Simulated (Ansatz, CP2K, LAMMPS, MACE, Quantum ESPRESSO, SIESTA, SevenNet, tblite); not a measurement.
# How stiff is Zn21Cd9Te14Se16 with crystalline order left by the classical run (60 atoms)? Programs compared

Aim: pressure against volume for Zn21Cd9Te14Se16 with crystalline order left by the classical run (60 atoms), with plane waves as the reference.

Results are calculated, not measured.

## (1) The structure

The cell holds 60 atoms (21 Zn, 9 Cd, 14 Te and 16 Se), with edges of 11.98, 11.98 and 11.98 Å. Recipe: 60 atoms (21 Zn, 9 Cd, 14 Te, 16 Se) placed at random at 5.25 g/cm³, melted at 2500 K for 10 ps at fixed volume with the Stillinger-Weber II-VI potential (Zhou et al., Phys. Rev. B 88, 085309 (2013)). Quenched from 2500 K to 300 K at 10 K/ps and fixed volume, annealed at 900 K for 20 ps, held 5 ps, then minimised at fixed cell. Then the atoms were relaxed with MACE MP-0b3 medium in the fixed cell.

Bonds by pair of elements; cutoffs follow the first minimum of g(r), held within bounds set by covalent radii, and pairs that aren't listed don't count as bonded:

| pair A-B | cutoff (Å) | bonds | mean length (Å) | spread (Å) | shortest (Å) | B about A | A about B |
| --- | --- | --- | --- | --- | --- | --- | --- |
| Zn-Se | 2.98 | 44 | 2.47 | 0.063 | 2.34 | 2.10 | 2.75 |
| Zn-Te | 3.23 | 33 | 2.66 | 0.074 | 2.54 | 1.57 | 2.36 |
| Se-Cd | 3.23 | 16 | 2.72 | 0.055 | 2.63 | 1 | 1.78 |
| Te-Cd | 3.48 | 18 | 2.88 | 0.086 | 2.79 | 1.29 | 2 |

## (2) The reference input

Quantum ESPRESSO 7.5: Kohn-Sham DFT, PBE, SSSP efficiency 1.3.0 pseudopotentials, plane waves. Its input, pw.in, for the unchanged cell:

```
&control
  calculation = 'scf'
  pseudo_dir = './pseudo'
  outdir = './tmp'
  disk_io = 'none'
  tprnfor = .true.
  tstress = .true.
/
&system
  ibrav = 0
  nat = 60
  ntyp = 4
  ecutwfc = 60
  ecutrho = 480
  nosym = .true.
  occupations = 'smearing'
  smearing = 'fd'
  degauss = 0.003675
/
&electrons
  conv_thr = 3.0e-07
  electron_maxstep = 100
  mixing_beta = 0.2
  mixing_mode = 'local-TF'
  diagonalization = 'david'
/
ATOMIC_SPECIES
Zn 65.380 Zn.upf
Cd 112.414 Cd.upf
Te 127.600 Te.upf
Se 78.971 Se.upf
CELL_PARAMETERS angstrom
11.97900 0.00000 0.00000
0.00000 11.97900 0.00000
0.00000 0.00000 11.97900
ATOMIC_POSITIONS crystal
Zn 0.35875 0.93238 0.69357
Zn 0.32536 0.61574 0.61725
Zn 0.32829 0.32508 0.45947
Zn 0.32548 0.40080 0.09017
[... 54 atom lines left out ...]
Se 0.99782 0.75972 0.77803
Se 0.32632 0.74497 0.77513
K_POINTS gamma
```

```console
$ OMP_NUM_THREADS=1 mpirun -np 4 pw.x -in pw.in > output.txt
```

Elapsed: 11 min, on 4 MPI ranks of Arm Neoverse V1, shared host; peak memory 5.5 GiB; 43 min of CPU time.

It converged with an r.m.s. force component of 0.12 eV/Å and a pressure of 1.3 GPa.

## (3) Levels of theory

Every level solves the same cells as single points. CPU time is summed over a level's finished runs, on a host shared with the other runs, so it is rough; the force column is the median over cells of the r.m.s. difference of force components from the reference.

| level | basis or training data | k-points | runs finished | CPU time | peak memory (GiB) | force difference (meV/Å) |
| --- | --- | --- | --- | --- | --- | --- |
| QE, PBE | plane waves, SSSP efficiency, 60/480 Ry | Γ | 3 of 3 | 2.2 h | 5.6 | reference |
| CP2K double zeta, PBE | DZVP-MOLOPT-SR, GTH-PBE potentials, 800 Ry | Γ | 3 of 3 | 26 min | 10 | 29 |
| SIESTA DZP, PBE | DZP orbitals, shift 0.01 Ry, mesh 500 Ry | Γ | 3 of 3 | 20 min | 2.3 | 127 |
| CP2K double zeta, PBEsol | DZVP-MOLOPT-SR, GTH-PBE potentials, 800 Ry | Γ | 3 of 3 | 26 min | 10 | 31 |
| tblite GFN1-xTB | tight binding with its own dispersion term | Γ | 3 of 3 | 8.9 s | 0.11 | 234 |
| MACE MP-0b3 medium | trained on PBE(+U) plane-wave data | - | 3 of 3 | 23 s | 0.74 | 119 |
| SevenNet l3i5 | trained on PBE(+U) plane-wave data | - | 3 of 3 | 28 s | 0.88 | 105 |

The reference's own r.m.s. force component runs from 118 to 125 meV/Å over these cells. MACE MP-0b3 medium relaxed the atoms, so in the cells that it relaxed its own forces are small, and its entry isn't an independent test there.

## (4) Pressure against volume

The cell is scaled evenly, and at each volume MACE MP-0b3 medium relaxes the atoms again before the single points. The unchanged volume is 28.649 Å³ an atom. Pressures in GPa:

| level | -3 % | 0 | +3 % |
| --- | --- | --- | --- |
| QE, PBE | 2.46 | 1.32 | 0.37 |
| CP2K double zeta, PBE | 3.01 | 1.89 | 0.86 |
| SIESTA DZP, PBE | 1.78 | 0.61 | -0.49 |
| CP2K double zeta, PBEsol | 0.85 | -0.16 | -1.09 |
| tblite GFN1-xTB | 3.43 | 2.29 | 1.21 |
| MACE MP-0b3 medium | 1.84 | 0.90 | 0.01 |
| SevenNet l3i5 | 2.13 | 1.11 | 0.16 |

Energy less that of the unchanged cell at the same level, in meV an atom:

| level | -3 % | +3 % |
| --- | --- | --- |
| QE, PBE | 12.69 | -4.86 |
| CP2K double zeta, PBE | 14.71 | -7.10 |
| SIESTA DZP, PBE | 4.57 | 3.45 |
| CP2K double zeta, PBEsol | 5.41 | 2.39 |
| tblite GFN1-xTB | 11.66 | -6.33 |
| MACE MP-0b3 medium | 7.16 | -2.43 |
| SevenNet l3i5 | 9.33 | -3.15 |

## (5) Moduli

From the three volumes nearest the unchanged one: B from the slope of pressure against ln V and from the curvature of the energy, the pressure that the slope of the energy implies, and the volume change at which the printed pressure crosses zero (a dash if it doesn't within the range).

| level | B from pressures (GPa) | B from energies (GPa) | printed pressure (GPa) | pressure from energies (GPa) | zero pressure at (%) |
| --- | --- | --- | --- | --- | --- |
| QE, PBE | 34.8 | 48.7 | 1.32 | 1.64 | - |
| CP2K double zeta, PBE | 35.8 | 47.3 | 1.89 | 2.03 | - |
| SIESTA DZP, PBE | 37.9 | 49.8 | 0.61 | 0.10 | +1.6 |
| CP2K double zeta, PBEsol | 32.4 | 48.4 | -0.16 | 0.28 | -0.5 |
| tblite GFN1-xTB | 36.9 | 33.1 | 2.29 | 1.68 | - |
| MACE MP-0b3 medium | 30.6 | 29.4 | 0.90 | 0.89 | - |
| SevenNet l3i5 | 32.9 | 38.4 | 1.11 | 1.16 | - |

As a check by hand on the reference: from -3 to +3 % the pressure falls by 2.09 GPa while ln V grows by 0.0600, a ratio of 34.8 GPa.

## (6) Findings

The plane-wave reference (PBE) gives a bulk modulus of 34.8 GPa from its pressures, at a volume where its pressure is 1.32 GPa, and the pressure stays positive over the whole range. Other programs at PBE: CP2K double zeta, PBE 35.8 GPa (+3 %) and SIESTA DZP, PBE 37.9 GPa (+9 %); their pressures lie -0.71 to +0.57 GPa from the reference's. Other functionals: CP2K double zeta, PBEsol 32.4 GPa (-7 %); its pressure lies -1.48 GPa from the reference's.

Learned potentials: MACE MP-0b3 medium 30.6 GPa (-12 %) and SevenNet l3i5 32.9 GPa (-6 %); their pressures lie -0.42 to -0.21 GPa from the reference's. Tight binding: tblite GFN1-xTB 36.9 GPa (+6 %); its pressure lies +0.97 GPa from the reference's. All slopes lie within 12 % of the reference's, while the pressures at one volume spread over 2.5 GPa, so the levels would settle at unlike volumes. Moduli from the energies run from 29 to 50 GPa and part from those from pressures by as much as +50 % (CP2K double zeta, PBEsol); they rest on small differences of energy, and for levels other than MACE MP-0b3 medium they hold the work of leftover forces.

**Limits.** The atoms follow MACE MP-0b3 medium, not each level's own minimum, so these moduli only approach relaxed ones and hang on that choice. Three points at finite strain give rough moduli, at the given volume rather than at zero pressure. Pressures at a fixed plane-wave cutoff or in a small atom-centred basis hold some basis error. The quench rate of 10 K/ps is many orders above laboratory rates, so the cell is likely richer in defects and strain than a real sample. The reference samples only Γ, in a cell whose shortest periodic width is 12 Å. Spin–orbit coupling is left out, which matters for the levels of the heavy elements. The reference isn't exact: its cutoffs and mesh weren't converged further here. SIESTA's automatically made basis is far from complete, and its potentials were converted by us (checked for H, C, O, Si, Ge and Ca alone). Where levels are smeared, the DFT runs use Fermi–Dirac occupations at 580 K (0.05 eV), and energies are free energies.

[Logs are printed without paths, hosts, clocks, repeated set-up lines and the standing remarks that a program may print on its own settings, such as how far it seeks lower states.]

[Hosts, paths, dates, database ids (printed as entryN), source tags and the programs' standing remarks are cut or masked in the printed files.]
